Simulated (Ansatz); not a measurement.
# CaGeS3 (model cell, started as cubic perovskite with Ge in the octahedra): phonons and vibrational spectra, part 2 of 2

Wanted: phonon frequencies of CaGeS3 (model cell, started as cubic perovskite with Ge in the octahedra) and what follows from them.

Ansatz 0.2.0; DFT PBEsol, scalar-relativistic, plane waves, PAW; PAW set soft_1.

So far. Step 3 (Tight relaxation): The forces vanish by symmetry and the pressure is 0.007 GPa, within the tolerances set. The cell now holds 20.77 Å³/atom. The relaxed cell has a = 4.701 Å (conventional setting).

The structure was built from a prototype and need not be the compound's stable phase.

### Step 4. Modes at Γ

The zone centre comes first: it holds the modes that light can see, as far as symmetry allows. No field response is asked, since the mesh shows no gap.

Input file input.yaml:

```yaml
crystal:
  lattice:
    - [4.7007771819, 0.0, 0.0]
    - [0.0, 4.7007771819, 0.0]
    - [0.0, 0.0, 4.7007771819]
  atoms:
    - { symbol: Ca, position: [0.0, 0.0, 0.0] }
    - { symbol: Ge, position: [0.5, 0.5, 0.5] }
    - { symbol: S, position: [0.5, 0.5, 0.0] }
    - { symbol: S, position: [0.5, 0.0, 0.5] }
    - { symbol: S, position: [0.0, 0.5, 0.5] }
kpoints:
  mp_grid: { grid: [8, 8, 8] }
hamiltonian:
  xc: pbesol
  pseudopotentials: { kind: paw, azcp: { folder: soft_1 }, xc_functional: pbe }
scf:
  occupations: { method: methfessel_paxton, width: 0.2 }
output:
  eigenvalues: true
phonons:
  method: dfpt
```

Started as:

```
$ ansatz run input.yaml --threads 4 --pin off --max-ram 16384MiB --backend cpu --events-out ev --progress --plain --runs-dir out
```

Numbers of over 12 decimals in the logs are rounded to 6 here.

The program printed:

```text
zone centre: on kpoints.mp_grid the ground state, and the responses unless they are solved on pairs of k-points, stand on 125 of the mesh's 512 k-points, reduced under 8 symmetry operations, with k and −k counted as one. Each operation leaves every solved displacement unchanged or reverses it
[...]
Crystal: 5 atoms, lattice volume = 103.875 Å³
Basis set: ecut = 420 eV, 2007 PW (Γ), exchange–correlation on 64×64×64 points (8 copies of the dense FFT grid, shifted against one another)
Bands: 26, of which v1, the nominal top of the filled ones, is band 21 counted from 1 (20 counted from 0)
Symmetry: 48 space group operations
k-points: 125 of 512 (irreducible under 8 space group operations)
[...]
SCF iter   1: F=—  HF=-8706.220087 eV  |F-HF|=—  |Δ(HF+E_count)|=         —  Δρ=3.86e-2  dr2=2.78e0  ethr=3.10e-3  ⟨swp⟩=8.7  Hψ=17221  notcnv=0
[...]
SCF iter  12: F=-8705.286750 eV  HF=-8705.286750 eV  |F-HF|=0.00e0  |Δ(HF+E_count)|=    0.00e0  S|Δr|=    0.00e0  Δρ=4.47e-8  dr2=3.07e-12  ethr=1.00e-12  ⟨swp⟩=11.7  Hψ=18960  notcnv=0
SCF 1 converged in 12 iterations: F = -8705.286750 eV  dr2 = 3.07e-12
[...]
DFPT response loops at Γ: preconditioner auto → Kerker (q_TF=auto, 2.346 Å⁻¹) (partly filled bands, converged f_vac=0.000); β = 1.00, the filter's whole step (`scf.mixing.beta` (0.50) is not read by the response loops under this deck's `scf.mixing.preconditioner`; to damp them name `kerker` or `kerker_dos`, under which they read `scf.mixing.beta`, and type it under 1.00, their step now; both keys bind the ground state too); Broyden in place of MSR1
SCF converged after 12 iterations
[...]
Free energy (F): -8705.286750 eV
[...]
Internal energy: -8705.275340 eV  (E = F + TS)
E sigma→0 (E₀):  -8705.283898 eV
Entropy (-TS):   -0.011410 eV (-2.282 meV/atom)
Fermi energy:    7.280752 eV
[...]
--- Band table (eV; the first three rows and the last of 125) ---
  k-point 0: bands = [... 17 lower, 6.1709, 6.1709, 6.4299, 6.4299, 6.4299, 10.0417, 10.0417, 10.2605, ... 1 higher]
  k-point 1: bands = [... 17 lower, 6.0324, 6.0324, 6.2548, 6.3569, 6.3569, 10.1601, 10.3113, 10.4442, ... 1 higher]
  k-point 2: bands = [... 17 lower, 5.6649, 5.6706, 6.2183, 6.2615, 6.2615, 10.4650, 10.5854, 10.9119, ... 1 higher]
  k-point 124: bands = [... 17 lower, 6.1094, 7.6934, 7.6934, 7.6934, 9.7036, 9.7036, 9.7036, 9.7245, ... 1 higher]
--- Phonons (Γ-DFPT): 4 representative perturbations + reference, on 125 of 512 k-points (Σ response iterations 12) ---
  k mesh reduced under 8 symmetry operations, with k and −k counted as one. Each operation leaves every solved displacement unchanged or reverses it
  ASR residual: 1.044e-5 → 0.000e0 eV/Å²; symmetrization residual: 7.838e-6 eV/Å²
  ASR residual per site (eV/Å²): 7.00e-7 1.99e-6 1.04e-5 1.04e-5 1.04e-5
  Γ frequencies (cm⁻¹): -127.68 -127.68 -127.68 -92.75 -92.75 -92.75 -15.79 -15.79 -15.79 0.00 0.00 0.00 317.78 317.78 317.78
  non-analytic LO–TO correction: not included (Born effective charges unavailable; polar crystals: no LO–TO splitting at Γ)
```

The job ended after 47 s (4 threads of Arm Neoverse V1, shared host; peak memory 1.3 GiB; 2.9 min of CPU time).

Reading the cycles: dr2 is the Hartree energy of the density residual (eV), the measure of convergence; HF is the Harris–Foulkes estimate of the energy, which meets the free energy F at convergence.

Numbers from this step:

| Item | Value |
| --- | --- |
| sum-rule residual before enforcement | 1.04e-5 eV/Å² |
| point group | m-3m |
| highest optical mode at the zone centre (no LO-TO term) | 317.8 cm⁻¹ |
| lowest optical zone-centre mode | -127.7 cm⁻¹ |

Patterns of degenerate modes are one choice out of their space. The modes at Γ (shares of kinetic energy by element, %) (negative means imaginary):

```
mode  frequency (cm⁻¹)  symmetry  Ca %  Ge %  S %
   1            -127.7       T1u    29    13   58
   2            -127.7       T1u    29    13   58
   3            -127.7       T1u    29    13   58
   4             -92.8       T2u     0     0  100
   5             -92.8       T2u     0     0  100
   6             -92.8       T2u     0     0  100
   7             -15.8       T1u    52    41    7
   8             -15.8       T1u    52    41    7
   9             -15.8       T1u    52    41    7
  10               0.0  acoustic    19    35   46
  11               0.0  acoustic    19    35   46
  12               0.0  acoustic    19    35   46
  13             317.8       T1u     0    11   89
  14             317.8       T1u     0    11   89
  15             317.8       T1u     0    11   89
```

Displacements in mode 3 (-127.7 cm⁻¹), the largest set to 1:
```
Ca1 -0.18  0.90 -0.71
Ge2 -0.09  0.44 -0.35
S3   0.20 -1.00  0.10
S4   0.20 -0.13  0.78
S5   0.03 -1.00  0.78
```

Displacements in mode 13 (317.8 cm⁻¹), the largest set to 1:
```
Ca1  0.00 -0.01 -0.03
Ge2  0.00 -0.05 -0.25
S3   0.00 -0.05  1.00
S4   0.00  0.22 -0.20
S5   0.00 -0.05 -0.20
```

Before it was imposed, the acoustic sum rule was missed by 1.0e-5 eV/Å². Small misses are needed for a sound result but don't prove that mesh and cutoff are converged. The lowest optical mode is imaginary, 127.7i cm⁻¹, so the energy falls along it.

### Step 5. The dispersion

Stability and thermal properties need the whole zone. Linear response on a 4×4×4 q mesh gives force constants as far as a supercell of that size would.

Edit input.yaml of step 4 so:

```diff
@@ -22 +22,8 @@
   method: dfpt
+  qmesh: [4, 4, 4]
+  temperatures: { t_max: 1000, t_step: 50 }
+  qpath:
+    path:
+      - [[0.0, 0.0, 0.0], [0.0, 0.5, 0.0], [0.5, 0.5, 0.0], [0.0, 0.0, 0.0], [0.5, 0.5, 0.5], [0.0, 0.5, 0.0]]
+      - [[0.5, 0.5, 0.5], [0.5, 0.5, 0.0]]
+    npoints: 10
```

The program printed:

```text
[...]
Crystal: 5 atoms, lattice volume = 103.875 Å³
Basis set: ecut = 420 eV, 2007 PW (Γ), exchange–correlation on 64×64×64 points (8 copies of the dense FFT grid, shifted against one another)
Bands: 26, of which v1, the nominal top of the filled ones, is band 21 counted from 1 (20 counted from 0)
Symmetry: 48 space group operations
k-points: 35 of 512
[...]
SCF iter   1: F=—  HF=-8706.219846 eV  |F-HF|=—  |Δ(HF+E_count)|=         —  Δρ=3.86e-2  dr2=2.77e0  ethr=3.10e-3  ⟨swp⟩=8.4  Hψ=4790  notcnv=0
[...]
SCF iter  12: F=-8705.286750 eV  HF=-8705.286750 eV  |F-HF|=0.00e0  |Δ(HF+E_count)|=  3.64e-12  S|Δr|=    0.00e0  Δρ=4.70e-8  dr2=3.37e-12  ethr=1.00e-12  ⟨swp⟩=11.5  Hψ=5292  notcnv=0
SCF 1 converged in 12 iterations: F = -8705.286750 eV  dr2 = 3.37e-12
[...]
SCF iter   5: F=-8705.286750 eV  HF=-8705.286750 eV  |F-HF|=3.64e-12  |Δ(HF+E_count)|=  3.64e-12  S|Δr|=    0.00e0  Δρ=4.92e-8  dr2=3.77e-12  ethr=1.00e-12  ⟨swp⟩=4.9  Hψ=2704  notcnv=0
SCF 2 converged in 5 iterations: F = -8705.286750 eV  dr2 = 3.77e-12
phonons: the bands overlap, so this run is a metal and interpolates without the dipole-dipole term. If the crystal is really an insulator or semiconductor, its LO-TO splitting is missing
NSCF: frozen V_eff on 35 k-points
[...]
DFPT response loops at q = (0, 0, 0) (fractional): preconditioner auto → Kerker (q_TF=auto, 2.346 Å⁻¹) (partly filled bands, converged f_vac=0.000); β = 1.00, the filter's whole step (`scf.mixing.beta` (0.50) is not read by the response loops under this deck's `scf.mixing.preconditioner`; to damp them name `kerker` or `kerker_dos`, under which they read `scf.mixing.beta`, and type it under 1.00, their step now; both keys bind the ground state too); Broyden in place of MSR1
[...]
SCF converged after 12 iterations
[...]
Free energy (F): -8705.286750 eV
[...]
Internal energy: -8705.275340 eV  (E = F + TS)
E sigma→0 (E₀):  -8705.283898 eV
Entropy (-TS):   -0.011410 eV (-2.282 meV/atom)
Fermi energy:    7.280752 eV
[...]
--- Band table (eV; the first three rows and the last of 35) ---
  k-point 0: bands = [... 17 lower, 6.1709, 6.1709, 6.4299, 6.4299, 6.4299, 10.0417, 10.0417, 10.2605, ... 1 higher]
  k-point 1: bands = [... 17 lower, 6.0324, 6.0324, 6.2548, 6.3569, 6.3569, 10.1601, 10.3113, 10.4442, ... 1 higher]
  k-point 2: bands = [... 17 lower, 5.6649, 5.6706, 6.2183, 6.2615, 6.2615, 10.4650, 10.5854, 10.9119, ... 1 higher]
  k-point 34: bands = [... 17 lower, 6.1094, 7.6934, 7.6934, 7.6934, 9.7036, 9.7036, 9.7036, 9.7245, ... 1 higher]
--- Phonons (Γ-DFPT): 4 representative perturbations + reference (Σ response iterations 12) ---
  ASR residual: 1.023e-5 → 0.000e0 eV/Å²; symmetrization residual: 7.831e-6 eV/Å²
  ASR residual per site (eV/Å²): 1.50e-6 6.16e-6 1.02e-5 1.02e-5 1.02e-5
[...]
--- Phonons (arbitrary-q DFPT): 10 irreducible q on the 4×4×4 mesh ---
  q = [0.0000, 0.0000, 0.0000] (star 1, of the zone-centre solve; hermiticity 1.61e-6, symmetrization 4.53e-12): -127.68 -127.68 -127.68 -92.75 -92.75 -92.75 -15.79 -15.79 -15.79 -0.00 0.00 0.00 317.78 317.78 317.78
  q = [0.0000, 0.0000, 0.2500] (star 6, 9 solved perturbations in 1560 linear systems a pass and spin channel, the states on 200 of 512 k-point pairs; hermiticity 1.23e-6, symmetrization 2.78e-12): -140.31 -121.85 -121.85 -118.70 -96.69 -96.69 -24.31 -20.05 -20.05 41.26 41.26 133.82 283.74 317.47 317.47
[...]
q = [0.0000, 0.2500, -0.5000] (star 12, 15 solved perturbations on 200 of 512 k-point pairs; hermiticity 1.48e-6, symmetrization 1.06e-7): -165.42 -155.34 -125.96 -118.94 -96.62 -40.49 -8.39 31.57 60.80 66.20 147.91 205.92 281.68 318.52 326.78
[...]
sum rule: each row above includes the acoustic sum rule's correction from the zone centre's row sums; it moved no ω² by more than (0.29 cm⁻¹)²
  mesh force constants: q→R imaginary residual 5.80e-19; ASR residual 1.023e-5 → 0.000e0 eV/Å²; symmetrization residual 1.599e-14 eV/Å²
  interpolated dispersion: 62 rows × 15 modes
  density of states and harmonic sums: on the 16×16×16 q-mesh, interpolated from the force constants of a 4×4×4 supercell (no non-analytic term)
  largest difference from the sums on the solved wave vectors: F 7.45e-2 eV, S 9.65e-5 and C_V 2.20e-5 eV/K
  zero-point energy: 0.090775 eV/cell   skipped modes (ω ≤ 0): 1158, of them read as no rigid motion or as one in doubt: 1155 (6.900e0 modes/cell left out, lowest -167.40 cm⁻¹)   left out of the sums: 4.60e-1 of the cell's modes: C_V's classical limit lies that fraction below 3 k_B per atom; for a crystal, a wire or a layer, F and S can be off by more, and a phonons.interpolated_qmesh denser along its periods is the remedy for the sampling
```

Wall time 18 min (4 threads); peak memory 3.1 GiB; 70 min of CPU time.

This step gave:

```yaml
sum_rule_residual_before_enforcement: 1.02e-5 eV/Å²
lowest_frequency_on_the_path: -167.4 cm⁻¹
highest_frequency_on_the_path_or_at_a_solved_wavevector: 375.9 cm⁻¹
lowest_mode_on_the_q_mesh_acoustic_modes_at_gamma_apart: -167.1 cm⁻¹
```

Frequencies (cm⁻¹) solved at each irreducible wavevector; negative means imaginary. Frequencies by wavevector, by row:

```
q in reciprocal lattice units  star  mode 1  mode 2  mode 3  mode 4  mode 13  mode 14  mode 15
                        0 0 0     1  -127.7  -127.7  -127.7   -92.8    317.8    317.8    317.8
                     0 0 0.25     6  -140.3  -121.8  -121.8  -118.7    283.7    317.5    317.5
                     0 0 -0.5     3    -144  -130.3    -125    -125    309.3    318.8    318.8
                  0 0.25 0.25    12  -159.8    -135  -115.4  -114.7    274.1    310.4      317
                  0 0.25 -0.5    12  -165.4  -155.3    -126  -118.9    281.7    318.5    326.8
                  0 -0.5 -0.5     3  -165.5  -165.5  -156.9  -107.4      274    316.2    319.5
               0.25 0.25 0.25     8  -154.6  -154.6  -150.4  -104.5    277.5    277.5    340.8
               0.25 0.25 -0.5    12  -166.5  -165.8    -149  -103.4      277    282.4    354.6
               0.25 -0.5 -0.5     6  -167.1  -167.1  -161.6  -103.6    270.7      273    360.3
               -0.5 -0.5 -0.5     1  -166.9  -166.9  -166.9    -102    268.4    268.4    375.9
```

Interpolated from a 4×4×4 q mesh. Phonon branches along the path, in cm⁻¹:

```
    point  branch 1  branch 2  branch 3  branch 4  branch 12  branch 13  branch 14  branch 15
        Γ      -128      -128      -128       -93          0        318        318        318
  halfway      -140      -122      -122      -119        134        284        318        318
        X      -144      -130      -125      -125        201        309        319        319
  halfway      -165      -155      -126      -119        206        282        318        327
        M      -166      -166      -157      -107        211        274        316        320
  halfway      -160      -135      -115      -115        145        274        310        317
        Γ      -128      -128      -128       -93          0        318        318        318
  halfway      -155      -155      -150      -104        154        278        278        341
        R      -167      -167      -167      -102        220        268        268        376
  halfway      -166      -166      -149      -103        210        277        282        355
        X      -144      -130      -125      -125        201        309        319        319
jump to R      -167      -167      -167      -102        220        268        268        376
  halfway      -167      -167      -162      -104        215        271        273        360
        M      -166      -166      -157      -107        211        274        316        320
```

The phonon density of states has structure finer than the step of the table below, so its rows give means over 20 cm⁻¹, whole bins alone (the curve runs from -168 to 378 cm⁻¹). Peaks (cm⁻¹: height): -162.5: 0.159, -102.5: 0.170, -32.5: 0.0388, 62.5: 0.0442, 207.5: 0.0409, 272.5: 0.0827, 317.5: 0.0514.

Tetrahedra on a 16×16×16 mesh, mean over bins of 5 cm-1. Interpolated from a 4×4×4 q mesh. The phonon density of states by wavenumber; means over each step:

```
wavenumber (cm⁻¹)  phonon density of states (1/cm⁻¹/cell)
             -140                                  0.0350
             -120                                  0.0429
             -100                                  0.0946
              -80                                  0.0129
              -60                                  0.0191
              -40                                  0.0235
              -20                                  0.0229
                0                                  0.0104
               20                                  0.0135
               40                                  0.0251
               60                                  0.0413
               80                                  0.0363
              100                                  0.0329
              120                                  0.0154
              140                                  0.0132
              160                                  0.0144
              180                                  0.0184
              200                                  0.0317
              220                                 0.00843
              240                                       0
              260                                 0.00783
              280                                  0.0518
              300                                  0.0270
              320                                  0.0345
              340                                  0.0185
              360                                 0.00943
```

The partial phonon density of states has structure finer than the step of the table below, so its rows give means over 20 cm⁻¹, whole bins alone (the curve runs from -177 to 396 cm⁻¹). Peaks (cm⁻¹: height): Ca -105.1: 0.0366, -36.6: 0.0256, 53.5: 0.0173; Ge 71.6: 0.0171, 104.0: 0.0191, 140.1: 0.0226, 172.5: 0.0265, 201.3: 0.0335; S -162.8: 0.113, -101.5: 0.0955, 100.4: 0.0198, 277.0: 0.0651, 316.7: 0.0400.

Phonopy on the run's constants, 13x13x13 mesh, Gaussian sigma 4.1 cm-1. Interpolated from a 4×4×4 q mesh. Table of partial phonon density of states by wavenumber; means over each step; values in 1/cm⁻¹/cell:

```
wavenumber (cm⁻¹)       Ca       Ge        S
             -160  0.00266  0.00115   0.0781
             -140  0.00243  0.00121   0.0315
             -120  0.00839  0.00203   0.0350
             -100   0.0213  0.00286   0.0678
              -80  0.00599   4.6e-4  0.00697
              -60   0.0103   6.5e-4  0.00654
              -40   0.0215   7.6e-4  0.00449
              -20   0.0172  0.00175  0.00386
                0  0.00464   2.7e-4  0.00114
               20   0.0105   7.0e-4  0.00376
               40   0.0144  0.00411  0.00743
               60   0.0141   0.0133   0.0137
               80  0.00858   0.0113   0.0151
              100  0.00556   0.0135   0.0173
              120   9.5e-4  0.00611  0.00342
              140   2.9e-4   0.0162  0.00219
              160   1.4e-4  0.00970  0.00101
              180   2.1e-4   0.0163  0.00114
              200   3.8e-4   0.0304  0.00107
              220   1.0e-4  0.00981   1.5e-4
              240        0   3.5e-6        0
              260   2.1e-6   1.6e-4  0.00860
              280   3.2e-5  0.00189   0.0489
              300   1.0e-5  0.00181   0.0256
              320   6.1e-6  0.00254   0.0314
              340        0   8.3e-4   0.0177
              360        0   2.3e-4  0.00931
              380        0   7.8e-6  0.00109
```

Symmetry leaves 10 wavevectors to solve. The lowest mode among them, the acoustic zeros apart, lies at q = (0.25, -0.5, -0.5) and is imaginary, 167.1i cm⁻¹, so the energy falls along it.

### Step 6. Results

```json
{
 "space group after relaxation (within 0.01 Å)": "Pm-3m",
 "volume per atom": "20.8 Å³",
 "electronic character": "no gap on this mesh",
 "highest optical mode at the zone centre (no LO-TO term)": "318 cm⁻¹",
 "lowest optical zone-centre mode": "-128 cm⁻¹",
 "lowest mode on the q mesh (acoustic modes at Γ apart)": "-167 cm⁻¹",
 "highest frequency on the path or at a solved wavevector": "376 cm⁻¹",
 "imaginary modes on the 4×4×4 q mesh": "yes"
}
```

Modes are clearly imaginary (beyond 10i cm⁻¹) at 10 of the 10 irreducible wavevectors, most at q = (0.25, -0.5, -0.5) (167.1i cm⁻¹), so this structure is not a minimum of the energy. The optical modes at Γ span -128 to 318 cm⁻¹ (negative means imaginary). The highest mode in this list at Γ, 317.8 cm⁻¹, is mostly motion of S (89 % of the kinetic energy). With no gap, or one that is small against the smearing, the frequencies hang on the k mesh and the smearing, most of all near Kohn anomalies. The PAW files were made for PBE and serve the other functionals too. The starting cell was built on a prototype and not taken from a measurement, so the phase need not exist. These are harmonic frequencies at zero temperature: anharmonic shifts, linewidths and thermal expansion are left out.

[Logs are printed without paths, hosts, clocks, repeated set-up lines and the standing remarks that a program may print on its own settings, such as how far it seeks lower states.]

[Hosts, paths, dates, database ids (printed as entryN), source tags and the programs' standing remarks are cut or masked in the printed files.]
